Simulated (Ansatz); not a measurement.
# Debugging a many-body input for SrTiO3 (Tausonite)

Aim: the G0W0 gap of SrTiO3 (Tausonite). The first input has a fault.

Program: Ansatz 0.2.0. Level of theory: G0W0 on PBE, plane waves, PAW. Results are calculated unless marked as measured.

## Step 1: The starting structure

The structure is cubic, space group Pm-3m (No. 221). Conventional cell: a = 3.905 Å, b = 3.905 Å, c = 3.905 Å, α = 90.00°, β = 90.00°, γ = 90.00°. Nearest to Sr lie 12 O at 2.76 Å. Ti has 6 O at 1.95 Å nearest. Nearest to O lie 2 Ti at 1.95 Å and 4 Sr at 2.76 Å. Farther neighbours and most contacts between anions are not listed.

The cell and positions come from the Crystallography Open Database and are kept as given unless a step says otherwise. The default PAW set here is soft_2. Its files were made with PBE.

## Step 2: First try

Input file input.yaml:

```yaml
crystal:
  lattice:
    - [3.90528, 0.0, 0.0]
    - [0.0, 3.90528, 0.0]
    - [0.0, 0.0, 3.90528]
  atoms:
    - { symbol: Sr, position: [0.5, 0.5, 0.5] }
    - { symbol: Ti, position: [0.0, 0.0, 0.0] }
    - { symbol: O, position: [0.5, 0.0, 0.0] }
    - { symbol: O, position: [0.0, 0.5, 0.0] }
    - { symbol: O, position: [0.0, 0.0, 0.5] }
kpoints:
  mp_grid: { grid: [4, 4, 4] }
hamiltonian:
  xc: pbe
scf:
  occupations: { method: fixed }
gw:
  n_empty_bands: 62
  ecut_chi: 5
  qp_bands: [v2, c2]
  qp_kpoints: band_edges
  screening: { model: contour_deformation }
```

Launch:

```
$ ansatz run input.yaml --threads 3 --pin off --max-ram 92160MiB --backend cuda --events-out ev --progress --plain --runs-dir out --devices 1 --max-vram 13GiB  # rebuilt from the run's record
```

Numbers of over 12 decimals in the logs are rounded to 6 here.

Log:

```text
GPUs: using 1 of 1 available (devices: 1).
Engine: ansatz 0.2.0, x86_64-unknown-linux-gnu
Pseudopotentials: kind: paw
Pseudopotential: Sr, paw, valence charge 10, recommended cutoff 420 eV (normal), Sr.paw.azcp
Pseudopotential: Ti, paw, valence charge 12, recommended cutoff 420 eV (normal), Ti.paw.azcp
Pseudopotential: O, paw, valence charge 6, recommended cutoff 420 eV (normal), O.paw.azcp
Functional definition: PBE
  parameter kappa = 0.804
  parameter beta = 0.066725
  exchange = pbe_x(kappa = kappa, mu = beta*pi^2/3)
  correlation = pbe_c(beta = beta)
device memory: the entry about to start is reckoned to put 0.6 GiB on a device that reports 51.7 GiB free (of which the cap on the GPU budget leaves the run 13.0 GiB)
GPU FFT provider: cuFFT
GPU libraries: cuBLAS 13.8.2, cuFFT 12.4.0, cuSOLVER 12.3.4
Crystal: 5 atoms, lattice volume = 59.560 Å³
Basis set: ecut = 420 eV, 1189 PW (Γ)
Bands: 25, of which v1, the nominal top of the filled ones, is band 20 counted from 1 (19 counted from 0)
Symmetry: 48 space group operations
Space group: Pm-3m (ITA 221), of the structure as read, at distance tolerance 3.9e-5 Å
k-points: 10 of 64
Non-local potential: Sr, projectors of the file, l = 0: 3, l = 1: 2, l = 2: 2
Non-local potential: Ti, projectors of the file, l = 0: 3, l = 1: 2, l = 2: 3, l = 3: 1
Non-local potential: O, projectors of the file, l = 0: 2, l = 1: 2, l = 2: 1
PAW form: soft (Blöchl's): semilocal exchange-correlation on the pseudo side does not see the compensation charge
PAW one-centre angular grid: Sr, 110 points (default); XC on 64 Gauss nodes
PAW one-centre angular grid: Ti, 590 points (default); XC on 64 Gauss nodes
PAW one-centre angular grid: O, 110 points (default); XC on 64 Gauss nodes
Initial density: superposition of atomic densities (neutral atoms: chi_scale 0, normalization atom), corrected by the library's trained network
Initial wavefunctions: pseudopotential atomic-orbital guess
GPU buffer pool allocated for 19683 grid points (all kernels)
GPU transforms: local potential and band sums: pruned to the plane-wave sphere, on 25×27×27
Functional: x = pbe(κ = 0.804, μ = 0.219515), c = pbe(β = 0.066725)
SCF iter   1: F=—  HF=-7754.449331 eV  |F-HF|=—  |Δ(HF+E_count)|=         —  Δρ=1.47e-3  dr2=3.12e-4  ethr=1.77e-3  ⟨swp⟩=4.0  Hψ=1098  notcnv=0  defer=22
preconditioner: auto → Resta (q_TF=auto, 2.553 Å⁻¹)  ε∞=5.6  [insulator: Δε(μ)=1.868 eV  Ē_g=12.246 eV  n_scr=18 (ndim 8)  ℏωp=26.4 eV  f_vac=0.000  ε∞_Penn≈5.6]
SCF iter   2: F=—  HF=-7754.450057 eV  |F-HF|=—  |Δ(HF+E_count)|=   7.26e-4  Δρ=7.36e-4  dr2=7.67e-5  ethr=7.80e-7  ⟨swp⟩=3.1  Hψ=634  notcnv=0  defer=26
SCF iter   3: F=—  HF=-7754.450221 eV  |F-HF|=—  |Δ(HF+E_count)|=   1.65e-4  Δρ=3.95e-4  dr2=7.98e-5  ethr=1.92e-7  ⟨swp⟩=2.0  Hψ=415  notcnv=0  defer=25
SCF iter   4: F=—  HF=-7754.450211 eV  |F-HF|=—  |Δ(HF+E_count)|=   1.02e-5  Δρ=6.75e-5  dr2=9.01e-7  ethr=1.92e-7  ⟨swp⟩=2.1  Hψ=317  notcnv=0  defer=26
SCF iter   5: F=—  HF=-7754.450213 eV  |F-HF|=—  |Δ(HF+E_count)|=   1.70e-6  Δρ=1.74e-5  dr2=1.25e-7  ethr=2.25e-9  ⟨swp⟩=2.4  Hψ=422  notcnv=0  defer=26
SCF iter   6: F=-7754.450213 eV  HF=-7754.450213 eV  |F-HF|=1.75e-9  |Δ(HF+E_count)|=   1.01e-7  Δρ=2.86e-6  dr2=3.93e-9  ethr=2.50e-10  ⟨swp⟩=8.2  Hψ=958  notcnv=0
SCF 1 converged in 6 iterations: F = -7754.450213 eV  dr2 = 3.93e-9
[...]
device memory: the entry about to start is reckoned to put 0.7 GiB on a device that reports 51.6 GiB free (of which the cap on the GPU budget leaves the run 13.0 GiB)
NSCF: frozen V_eff on 10 k-points, pencils in batches of 32, up to order 100
[...]
device memory: the entry about to start is reckoned to put 1.5 GiB on a device that reports 64.9 GiB free (of which the cap on the GPU budget leaves the run 13.0 GiB)
NSCF: frozen V_eff on 10 k-points
G₀W₀ screening: q 1/10
[... further progress lines ...]
SCF converged after 6 iterations
[...]
k-point 1: bands = [... 16 lower, 8.3325, 8.3900, 9.4083, 9.4083, 11.9439, 12.9207, 12.9207, 14.3283, ... 1 higher]
  k-point 2: bands = [... 16 lower, 7.6457, 8.0230, 9.2742, 9.2742, 12.0282, 13.7842, 13.7842, 14.3337, ... 1 higher]
  k-point 9: bands = [... 16 lower, 6.2707, 9.9959, 9.9959, 9.9959, 14.4648, 14.4648, 14.4648, 16.9699, ... 1 higher]
--- G₀W₀: contour deformation, 6 samples at zero and on the imaginary axis and 2 off it, 64 q-points, 62 empty bands' worth ---
  eigenvalues of the whole cell's RPA ε∞ on this k-mesh (on a slab, of 1 + 4πα/V) = 6.8798, 6.8798, 6.8798; static W/v taken at q = 0 is 0.145352
  bands read: the sum over 82 bands ends inside a degenerate multiplet in 3 slots, whose members it reads at an even weight; the widest, k=0: bands 82 to 84 (counted from 1) at 1/3 each
  gw.qp_kpoints: band_edges: 8 of 10 stored k-points solved, in 3 passes; an edge of the gap read off the rows below is read off those points alone
    valence top: of the k-points left out ik 7 came nearest to being solved in a further pass, in band 19 (counted from 1, as in the quasiparticle table): it holds the edge there only if its correction is more favourable than any solved in that band by at least 0.619 eV; those differ by 0.337 eV
    conduction bottom: of the k-points left out ik 6 came nearest to being solved in a further pass, in band 22 (counted from 1, as in the quasiparticle table): it holds the edge there only if its correction is more favourable than any solved in that band by at least 1.258 eV; those differ by 1.092 eV
  `?` marks the rows in doubt; gw_qp.tsv's column doubts and the gw_qp event give each row's grounds
    ik  band        ε_KS         Σx   Σc(E_QP)       V_xc       Z   E_QP_lin       E_QP  E_QP is
     0    19      9.6503   -26.3864     3.3105   -21.5086  0.8381     8.0290     8.0830  root
     0    20      9.6503   -26.3864     3.3105   -21.5086  0.8381     8.0290     8.0830  root
     0    21     11.8636   -12.6230    -3.9423   -20.3002  0.8377    15.8247    15.5984  root ?
     0    22     11.8636   -12.6230    -3.9423   -20.3002  0.8377    15.8247    15.5984  root ?
     1    19      9.4083   -26.1307     3.3360   -21.2539  0.8362     7.8146     7.8674  root
     1    20      9.4083   -26.1307     3.3360   -21.2539  0.8362     7.8146     7.8674  root
     1    21     11.9439   -12.7727    -4.0011   -20.5831  0.8367    15.9949    15.7532  root ?
     1    22     12.9207   -14.2160    -4.2165   -21.8811  0.8258    16.6486    16.3693  root ?
     2    19      9.2742   -26.1174     3.3905   -21.1218  0.8352     7.6086     7.6691  root
     2    20      9.2742   -26.1174     3.3905   -21.1218  0.8352     7.6086     7.6691  root
     2    21     12.0282   -12.9424    -4.0657   -20.8987  0.8357    16.1783    15.9187  root ?
     2    22     13.7842   -14.8756    -4.7787   -23.2137  0.8098    17.7043    17.3437  root ?
     3    19      8.9384   -25.6305     3.3199   -20.9797  0.8327     7.5682     7.6074  root
     3    20      9.2597   -25.3583     3.5769   -20.2183  0.8286     7.6353     7.6966  root
     3    21     12.8783   -13.9942    -4.2596   -21.8081  0.8264    16.7274    16.4327  root ?
     3    22     13.0212   -14.3827    -4.3020   -22.1858  0.8240    16.8202    16.5222  root ?
     4    19      8.6829   -25.7410     3.4234   -20.8727  0.8311     7.1884     7.2379  root
     4    20      9.3575   -25.1838     3.5895   -20.0997  0.8276     7.8079     7.8629  root
     4    21     12.9839   -14.1968    -4.3436   -22.1392  0.8246    16.8981    16.5826  root ?
     4    22     13.7874   -14.8191    -4.8044   -23.2306  0.8097    17.7573    17.3946  root ?
     5    19      8.4350   -24.8770     3.7705   -19.4385  0.8214     6.6833     6.7670  root
     5    20      9.9082   -25.8857     3.5674   -20.8234  0.8318     8.3615     8.4133  root
     5    21     13.7927   -14.7864    -4.8242   -23.2565  0.8098    17.8025    17.4386  root ?
     5    22     13.7927   -14.7864    -4.8242   -23.2565  0.8098    17.8025    17.4386  root ?
     8    19      9.3285   -25.2122     3.6079   -20.0669  0.8277     7.7317     7.7911  root
     8    20      9.9512   -25.9795     3.5583   -20.9166  0.8325     8.3946     8.4466  root
     8    21     14.0742   -14.5506    -5.0393   -23.3501  0.8055    18.2223    17.8345  root ?
     8    22     14.0742   -14.5506    -5.0393   -23.3501  0.8055    18.2223    17.8345  root ?
     9    19      9.9959   -26.0786     3.5505   -21.0126  0.8333     8.4283     8.4805  root
     9    20      9.9959   -26.0786     3.5505   -21.0126  0.8333     8.4283     8.4805  root
     9    21     14.4648   -14.5075    -4.7536   -23.8017  0.7961    18.8160    19.0053  root ?
     9    22     14.4648   -14.5075    -4.7536   -23.8017  0.7961    18.8160    19.0053  root ?
[key lines of the parts left out:]
Free energy (F): -7754.450213 eV
Fermi energy:    9.995895 eV
```

Elapsed: 3.8 s, on 1 × NVIDIA H100 80GB HBM3 (shared by 6 runs) with 3 threads of AMD EPYC 7R13 (Zen 3), shared host; peak memory 1 GiB.

Reading the cycles: dr2 is the Hartree energy of the density residual (eV), the measure of convergence; HF is the Harris–Foulkes estimate of the energy, which meets the free energy F at convergence.

Q: What is the fault?

The run ended normally, though the input holds a fault or crude settings.

The fault: screening cutoff of a few eV. Such a cutoff keeps only a few plane waves in the dielectric matrix, so local fields and the Coulomb hole are lost.

It printed a gap of 7.12 eV, which is an artefact of the settings.

## Step 3: A better input

G0W0 replaces the xc potential by the self-energy, built once from these orbitals. Only a window of levels is corrected, while the sums run over the empty bands that the input names.

input.yaml, as its differences from that of step 2:

```diff
@@ -18,4 +18,4 @@
 gw:
-  n_empty_bands: 62
-  ecut_chi: 5
+  n_empty_bands: 248
+  ecut_chi: 150
   qp_bands: [v2, c2]
```

Log:

```text
GPUs: using 1 of 1 available (devices: 1).
[...]
GPU FFT provider: cuFFT
GPU libraries: cuBLAS 13.8.2, cuFFT 12.4.0, cuSOLVER 12.3.4
Crystal: 5 atoms, lattice volume = 59.560 Å³
Basis set: ecut = 420 eV, 1189 PW (Γ)
Bands: 25, of which v1, the nominal top of the filled ones, is band 20 counted from 1 (19 counted from 0)
[... 1 set-up line as in the run before ...]
[...]
k-points: 10 of 64
[...]
GPU buffer pool allocated for 19683 grid points (all kernels)
[...]
SCF iter   1: F=—  HF=-7754.449331 eV  |F-HF|=—  |Δ(HF+E_count)|=         —  Δρ=1.47e-3  dr2=3.12e-4  ethr=1.77e-3  ⟨swp⟩=4.0  Hψ=1098  notcnv=0  defer=22
[...]
SCF iter   6: F=-7754.450213 eV  HF=-7754.450213 eV  |F-HF|=1.75e-9  |Δ(HF+E_count)|=   1.01e-7  Δρ=2.86e-6  dr2=3.93e-9  ethr=2.50e-10  ⟨swp⟩=8.2  Hψ=958  notcnv=0
SCF 1 converged in 6 iterations: F = -7754.450213 eV  dr2 = 3.93e-9
[...]
0    19      9.6503   -26.3864     4.4676   -21.5086  0.7249     9.2368     9.2402  root
     0    20      9.6503   -26.3864     4.4676   -21.5086  0.7249     9.2368     9.2402  root
     0    21     11.8636   -12.6230    -6.5467   -20.3002  0.7369    13.0219    12.9941  root
     0    22     11.8636   -12.6230    -6.5467   -20.3002  0.7369    13.0219    12.9941  root
     1    19      9.4083   -26.1307     4.4541   -21.2539  0.7230     8.9818     8.9856  root
     1    20      9.4083   -26.1307     4.4541   -21.2539  0.7230     8.9818     8.9856  root
     1    21     11.9439   -12.7727    -6.6595   -20.5831  0.7338    13.1244    13.0948  root
     1    22     12.9207   -14.2160    -6.5247   -21.8811  0.7136    14.0952    14.0610  root
[...]
9    19      9.9959   -26.0786     4.6606   -21.0126  0.7164     9.5871     9.5906  root
     9    20      9.9959   -26.0786     4.6606   -21.0126  0.7164     9.5871     9.5906  root
     9    21     14.4648   -14.5075    -8.0915   -23.8017  0.6670    15.7279    15.6675  root
     9    22     14.4648   -14.5075    -8.0915   -23.8017  0.6670    15.7279    15.6675  root
[key lines of the parts left out:]
SCF converged after 6 iterations
Free energy (F): -7754.450213 eV
Fermi energy:    9.995895 eV
```

Elapsed: 13 s, on 1 × NVIDIA H100 80GB HBM3 (shared by 6 runs) with 3 threads; peak memory 1.2 GiB.

This step gave:

| Quantity | Value |
| --- | --- |
| bands summed | 268 |
| RPA ε∞ on this mesh (eigenvalues) | 6.539, 6.539, 6.539 |
| plane waves in the screening matrix | 251 |
| q-points in the mesh | 64 |
| G0W0 gap on the mesh | 3.403 eV |
| k of the valence top | -0.5, -0.5, -0.5 |
| k of the conduction bottom | 0, 0, 0 |
| starting gap on the mesh | 1.868 eV |
| Z at the valence top | 0.7164 |
| Z at the conduction bottom | 0.7369 |
| least direct G0W0 gap on the computed points | 3.754 eV |

The gap on the mesh goes from 1.87 eV to 3.40 eV, a correction of +1.54 eV. Between the two edge states, bare exchange in place of the xc potential would open the gap by 12.74 eV, and correlation takes back 11.21 eV.

## Step 4: Results

| Quantity | Value |
| --- | --- |
| first try | converged after 3.8 s |
| better run | G0W0 gap on the mesh 3.40 eV (4×4×4 mesh, 248 empty bands, screening to 150 eV) |

**Reading.** The second run differs in: empty bands and screening cutoff (eV). Bands and cutoff are finite, so the gap is not at the basis limit. The miss can reach some tenths of an eV and take either sign; the mesh is an error of its own. The 4×4×4 mesh is coarse for this cell (its supercell is 16 Å along the shortest edge). The RPA ε∞ on it, from the PBE start, is 6.54; such meshes misread the long-range screening, most where the gap is narrow. This is the ideal cubic cell; many perovskites, halides above all, are cubic only on average, and local tilts or off-centring can widen the gap. The many-body steps are scalar-relativistic: spin-orbit coupling is not in them.

[Paths, hosts, dates, memory and timing lines, banners, echoed tables and standing remarks are left out of the program output.]

[Logs are printed without paths, hosts, clocks, repeated set-up lines and the standing remarks that a program may print on its own settings, such as how far it seeks lower states.]

[Runs of the session that timed out or met a known fault of the program may be left out.]

[Cells called generated may have been cut or substituted from an entry of the Crystallography Open Database or the Materials Project.]

[Hosts, paths, dates, database ids (printed as entryN), source tags and the programs' standing remarks are cut or masked in the printed files.]
